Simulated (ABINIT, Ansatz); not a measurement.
# Sr2MgMoO6 (Fm-3m): G0W0 with ABINIT, start to end, part 2 of 2

Wanted: ground state, empty states, screening and self-energy for Sr2MgMoO6 (Fm-3m).

ABINIT 10.8.3; LDA and many-body steps on it, plane waves. Known limits of the many-body steps: not at the basis limit; no spin-orbit coupling; coarse k mesh.

So far. Step 2 (Ground state): The gap is indirect, with the least direct gap 0.08 eV higher. Step 3 (Empty states on the mesh, 2×2×2 mesh, 272 bands): On this mesh the gap is 1.888 eV.

## 4. Screening, 2×2×2 mesh, 248 bands, screening to 176.9 eV

The RPA dielectric matrix is built and inverted for each q.

This step: RPA screening on LDA, plane waves, norm-conserving pseudopotentials.

run.abi

```
acell 3*1.0 Angstrom
rprim 
  0.000000000000 4.001502000000 4.001502000000
  4.001502000000 0.000000000000 4.001502000000
  4.001502000000 4.001502000000 -0.000000000000
ntypat 4
znucl 38 12 42 8
natom 10
typat 1 1 2 3 4 4 4 4 4 4
xred 
  0.250000000000 0.250000000000 0.250000000000
  0.750000000000 0.750000000000 0.750000000000
  0.500000000000 0.500000000000 0.500000000000
  -0.000000000000 0.000000000000 0.000000000000
  0.757256000000 0.242744000000 0.242744000000
  0.242744000000 0.757256000000 0.757256000000
  0.242744000000 0.757256000000 0.242744000000
  0.757256000000 0.242744000000 0.757256000000
  0.242744000000 0.242744000000 0.757256000000
  0.757256000000 0.757256000000 0.242744000000
pp_dirpath "pseudos"
pseudos "Sr.upf, Mg.upf, Mo.upf, O.upf"
ecut 38
ngkpt 2 2 2
nshiftk 1
shiftk 0 0 0
kptopt 1
chksymbreak 0
istwfk *1
occopt 1
irdwfk 1
optdriver 3
nband 248
ecuteps 6.5
inclvkb 2
awtr 1
symchi 1
indata_prefix "in"
outdata_prefix "out"
tmpdata_prefix "tmp"
```

On the command line:

```bash
OMP_NUM_THREADS=1 mpirun -n 4 abinit run.abi > log
```

Numbers of over 12 decimals in the logs are rounded to 6 here.

The log of the run:

```text
.Version 10.8.3 of ABINIT. v10.8.2 released Aug 2026.

 Symmetries : space group Fm -3 m (#225); Bravais cF (face-center cubic)
[... echo of the input left out ...]
== DATASET  1 ==================================================================
-   mpi_nproc: 4, omp_nthreads: 1 (-1 if OMP is not activated)

--- !DatasetInfo
iteration_state: {dtset: 1, }
dimensions: {natom: 10, nkpt: 3, mband: 248, nsppol: 1, nspinor: 1, nspden: 1, mpw: 9721, }
cutoff_energies: {ecut:  38.0, pawecutdg:  -1.0, }
electrons: {nelect:   8.00000000E+01, charge:   0.00000000E+00, occopt:   1.00000000E+00, tsmear:   1.00000000E-02, }

 SCREENING: Calculation of the susceptibility and dielectric matrices

 Based on a program developped by R.W. Godby, V. Olevano, G. Onida, and L. Reining.
 Incorporated in ABINIT by V. Olevano, G.-M. Rignanese, and M. Torrent.
.Using double precision arithmetic ; gwpc =  8

[... cell and pseudopotentials left out ...]
--------------------------------------------------------------------------------

 ==== K-mesh for the wavefunctions ====
 Number of points in the irreducible wedge :     3
[... list of points left out ...]
 Together with 48 symmetry operations and time-reversal symmetry
 yields     8 points in the full Brillouin Zone.

 ==== Q-mesh for the screening function ====
 Number of points in the irreducible wedge :     3
[... list of points left out ...]
 Together with 48 symmetry operations and time-reversal symmetry
 yields     8 points in the full Brillouin Zone.

 setmesh: FFT mesh size selected  =    45x   45x   45
          total number of points  =        91125

 vcoul_init : cutoff-mode = AUXILIARY_FUNCTION
 q-points for optical limit:   1
     1)      0.000010    0.000020    0.000030

- screening: taking advantage of time-reversal symmetry
- Maximum band index for partially occupied states nbvw = 40
- Remaining bands to be divided among processors   nbcw = 208
- Number of bands treated by each node ~52

 Number of electrons calculated from density =   80.0000; Expected =   80.0000
 average of density, n =  0.092511
 r_s =    1.3716
 omega_plasma =   29.3395 [eV]

 calculating chi0 at frequencies [eV] :
  1    0.000000E+00    0.000000E+00
  2    0.000000E+00    2.933950E+01

--------------------------------------------------------------------------------
  q-point number  1        q = ( 0.000000, 0.000000, 0.000000) [r.l.u.]
--------------------------------------------------------------------------------
[... chi0 elements left out ...]
 For q-point:  0.000010 0.000020 0.000030
  dielectric constant =   6.0531
  dielectric constant without local fields =   7.7635

  Average fulfillment of the sum rule on Im[epsilon] for q-point    1 :     65.61  [%]
[... wings left out ...]
  q-point number  2        q = ( 0.500000, 0.000000, 0.000000) [r.l.u.]
--------------------------------------------------------------------------------
[... chi0 elements left out ...]
  Average fulfillment of the sum rule on Im[epsilon] for q-point    2 :     70.00  [%]

 [... 1 further q-points ...]
```

The job ended after 4.4 min (4 MPI ranks of Arm Neoverse N1, shared host; peak memory 2.6 GiB; 18 min of CPU time).

This step gave:

| Item | Value |
| --- | --- |
| ε∞ with local fields, on this mesh, along the program's q direction | 6.053 |
| the same without local fields | 7.763 |
| plasma frequency | 29.34 eV |
| plane waves in the screening matrix | 701 |

Local fields lower ε∞ by 22 %. On a Γ-centred mesh this coarse the value itself is usually too large, while a short band sum pulls it down.

## 5. Self-energy, 2×2×2 mesh, 248 bands, screening to 176.9 eV

The self-energy is evaluated for the states that the input lists, and the levels follow from it, in one-shot runs by the linearised quasiparticle equation.

This step: G0W0 on LDA, plane waves, norm-conserving pseudopotentials.

run.abi: that of step 4 with these lines changed.

```diff
@@ -31,8 +31,17 @@
 irdwfk 1
-optdriver 3
+optdriver 4
 nband 248
+gwcalctyp 0
+ecutsigx 38
+symsigma 1
+nkptgw 2
+kptgw 
+  0.0000000000 0.0000000000 0.0000000000
+  0.5000000000 0.5000000000 0.0000000000
+bdgw 
+  38 43
+  38 43
 ecuteps 6.5
-inclvkb 2
-awtr 1
-symchi 1
+irdscr 1
+ppmodel 1
 indata_prefix "in"
```

The log of the run:

```text
.Version 10.8.3 of ABINIT. v10.8.2 released Aug 2026.

 Symmetries : space group Fm -3 m (#225); Bravais cF (face-center cubic)
[... echo of the input left out ...]
== DATASET  1 ==================================================================
-   mpi_nproc: 4, omp_nthreads: 1 (-1 if OMP is not activated)

--- !DatasetInfo
iteration_state: {dtset: 1, }
dimensions: {natom: 10, nkpt: 3, mband: 248, nsppol: 1, nspinor: 1, nspden: 1, mpw: 9721, }
cutoff_energies: {ecut:  38.0, pawecutdg:  -1.0, }
electrons: {nelect:   8.00000000E+01, charge:   0.00000000E+00, occopt:   1.00000000E+00, tsmear:   1.00000000E-02, }

 SIGMA: Calculation of the GW corrections

 Based on a program developped by R.W. Godby, V. Olevano, G. Onida, and L. Reining.
 Incorporated in ABINIT by V. Olevano, G.-M. Rignanese, and M. Torrent.
.Using double precision arithmetic ; gwpc =  8

[... cell and pseudopotentials left out ...]
--------------------------------------------------------------------------------

 ==== K-mesh for the wavefunctions ====
 Number of points in the irreducible wedge :     3
[... list of points left out ...]
 Together with 48 symmetry operations and time-reversal symmetry
 yields     8 points in the full Brillouin Zone.

 ==== Q-mesh for screening function ====
 Number of points in the irreducible wedge :     3
[... list of points left out ...]
 Together with 48 symmetry operations and time-reversal symmetry
 yields     8 points in the full Brillouin Zone.

 vcoul_init : cutoff-mode = AUXILIARY_FUNCTION
 q-points for optical limit:   1
     1)      0.000010    0.000020    0.000030
 setmesh: FFT mesh size selected  =    60x   60x   60
          total number of points  =       216000

 Number of electrons calculated from density =   80.0000; Expected =   80.0000
 average of density, n =  0.092511
 r_s =    1.3716
 omega_plasma =   29.3395 [eV]

 === KS Band Gaps ===
  >>>> For spin  1
   Minimum direct gap =   1.9664 [eV], located at k-point      :   0.5000  0.5000  0.0000
   Fundamental gap    =   1.8877 [eV], Top of valence bands at :   0.0000  0.0000  0.0000
                                       Bottom of conduction at :   0.5000  0.5000  0.0000
 SIGMA fundamental parameters:
 PLASMON POLE MODEL  1
 number of plane-waves for SigmaX                 9721
 number of plane-waves for SigmaC and W            701
 number of plane-waves for wavefunctions          9721
 number of bands                                   248
 number of independent spin polarizations            1
 number of spinorial components                      1
 number of k-points in IBZ                           3
 number of q-points in IBZ                           3
 number of symmetry operations                      48
 number of k-points in BZ                            8
 number of q-points in BZ                            8
 number of frequencies for dSigma/dE                 9
 frequency step for dSigma/dE [eV]                0.25
 number of omega for Sigma on real axis              0
 max omega for Sigma on real axis  [eV]           0.00
 zcut for avoiding poles [eV]                     0.10

 EPSILON^-1 parameters (SCR file):
 dimension of the eps^-1 matrix on file            701
 dimension of the eps^-1 matrix used               701
 number of plane-waves for wavefunctions          9721
 number of bands                                   248
 number of q-points in IBZ                           3
 number of frequencies                               2
 number of real frequencies                          1
 number of imag frequencies                          1

 matrix elements of self-energy operator (all in [eV])

 Perturbative Calculation

--- !SelfEnergy_ee
iteration_state: {dtset: 1, }
kpoint     : [   0.000,    0.000,    0.000, ]
spin       : 1
KS_gap     :    2.061
QP_gap     :    3.607
Delta_QP_KS:    1.546
data: !SigmaeeData |
     Band     E0 <VxcDFT>   SigX SigC(E0)      Z dSigC/dE  Sig(E)    E-E0       E
       38   5.832 -19.807 -24.455   4.682   0.767  -0.303 -19.781   0.026   5.857
       39   5.832 -19.807 -24.455   4.682   0.767  -0.303 -19.781   0.026   5.857
       40   5.832 -19.807 -24.455   4.682   0.767  -0.303 -19.781   0.026   5.857
       41   7.893 -18.025 -12.669  -3.392   0.800  -0.250 -16.453   1.571   9.464
       42   7.893 -18.025 -12.669  -3.392   0.800  -0.250 -16.453   1.571   9.464
       43   7.893 -18.025 -12.669  -3.392   0.800  -0.250 -16.453   1.571   9.464

--- !SelfEnergy_ee
iteration_state: {dtset: 1, }
kpoint     : [   0.500,    0.500,    0.000, ]
spin       : 1
KS_gap     :    1.966
QP_gap     :    3.521
Delta_QP_KS:    1.554
data: !SigmaeeData |
     Band     E0 <VxcDFT>   SigX SigC(E0)      Z dSigC/dE  Sig(E)    E-E0       E
       38   5.014 -19.553 -24.263   4.641   0.772  -0.296 -19.606  -0.053   4.961
       39   5.014 -19.553 -24.263   4.641   0.772  -0.296 -19.606  -0.053   4.961
       40   5.753 -19.630 -24.230   4.629   0.768  -0.302 -19.608   0.022   5.775
       41   7.720 -17.698 -12.015  -3.721   0.803  -0.245 -16.122   1.576   9.296
       42   8.834 -19.782 -14.394  -3.239   0.791  -0.265 -18.082   1.699  10.533
       43   8.834 -19.782 -14.394  -3.239   0.791  -0.265 -18.082   1.699  10.533

== END DATASET(S) ==============================================================
================================================================================

 -outvars: echo values of variables after computation  --------
           etotal      0.0000000000E+00
            nband         248
             nkpt           3
          spgroup         225
 [... the other variables as echoed above ...]

 Calculation completed.
```

Run time: 2.1 min. Hardware: 4 MPI ranks; peak memory 2.2 GiB; 8.3 min of CPU time.

Numbers from this step:

```
G0W0 gap on the points computed              : 3.439 eV
starting gap on the mesh                     : 1.888 eV
k of the valence top                         : 0, 0, 0
k of the conduction bottom                   : 0.5, 0.5, 0
Z at the valence top                         : 0.767
Z at the conduction bottom                   : 0.803
least direct G0W0 gap on the computed points : 3.521 eV
```

The gap on the mesh goes from 1.89 eV to 3.44 eV, a correction of +1.55 eV.

Limits: finite bands, cutoff and mesh; no spin-orbit coupling; coarse k mesh. v1 is the top filled band, c1 the lowest empty one. The levels before and after the correction (eV, zero at the valence-band top of each column):

```
           conduction bottom  valence top
Kohn-Sham               1.89         0.00
     G0W0               3.44         0.00
```

```
                       level  energy (eV)
Kohn-Sham            Γ v3-v1        0.000
Kohn-Sham            Γ c1-c3        2.061
Kohn-Sham  (0.5 0.5 0) v3-v2       -0.818
Kohn-Sham     (0.5 0.5 0) v1       -0.079
Kohn-Sham     (0.5 0.5 0) c1        1.888
Kohn-Sham  (0.5 0.5 0) c2-c3        3.002
     G0W0            Γ v3-v1        0.000
     G0W0            Γ c1-c3        3.607
     G0W0  (0.5 0.5 0) v3-v2       -0.896
     G0W0     (0.5 0.5 0) v1       -0.082
     G0W0     (0.5 0.5 0) c1        3.439
     G0W0  (0.5 0.5 0) c2-c3        4.676
```

## 6. Where the time went

Times are wall times on 4 MPI ranks of Arm Neoverse N1, shared host, good to a factor of about two.

```
                    step     time  share  memory (GiB)
            ground state  2.2 min   16 %           0.5
empty states on the mesh  4.8 min   36 %          0.44
               screening  4.4 min   33 %           2.6
             self-energy  2.1 min   15 %           2.2
```

## 7. Outcome

| Property | Result |
| --- | --- |
| LDA gap | 1.89 eV, indirect |
| G0W0 gap on the mesh | 3.44 eV |
| GW settings | 2×2×2 mesh, 248 bands, screening to 176.9 eV, Godby-Needs plasmon pole |
| known limits | not at the basis limit; no spin-orbit coupling; coarse k mesh |

**Reading.** G0W0 moves the gap on the mesh from 1.89 eV to 3.44 eV (+1.55 eV), with Z of 0.77 and 0.80 at the edges. Local fields lower the RPA ε∞ on this mesh from 7.76 to 6.05; a Γ-centred mesh this coarse tends to raise both, most where the direct gap is narrow, while a short band sum lowers them. Only 2 of the mesh's irreducible points were corrected, so a valley elsewhere could overtake. Bands and cutoff are finite, so the gap is not at the basis limit. The miss can reach some tenths of an eV and take either sign; the mesh is an error of its own. In the G0W0 run levels were corrected at 2 k points alone, so a gap called «on the mesh» is the least over those, and an edge elsewhere would be missed. The 2×2×2 mesh is coarse for this cell, which bears on the long-range parts of exchange and screening. The many-body steps are scalar-relativistic: spin-orbit coupling is not in them.

[Paths, hosts, dates, memory and timing lines, banners, echoed tables and standing remarks are left out of the program output.]

[Logs are printed without paths, hosts, clocks, repeated set-up lines and the standing remarks that a program may print on its own settings, such as how far it seeks lower states.]

[Runs of the session that timed out or met a known fault of the program may be left out.]

[Hosts, paths, dates, database ids (printed as entryN), source tags and the programs' standing remarks are cut or masked in the printed files.]

[G0W0 gaps are taken among the corrected bands and points alone; a level outside them can change the order at an edge.]

[Where Ansatz stands beside ABINIT at settings called matched, ABINIT's density can come from a denser mesh and the files from another edition; pairs whose starting gaps differed by over 0.03 eV were left out, so agreement reads better than it is.]
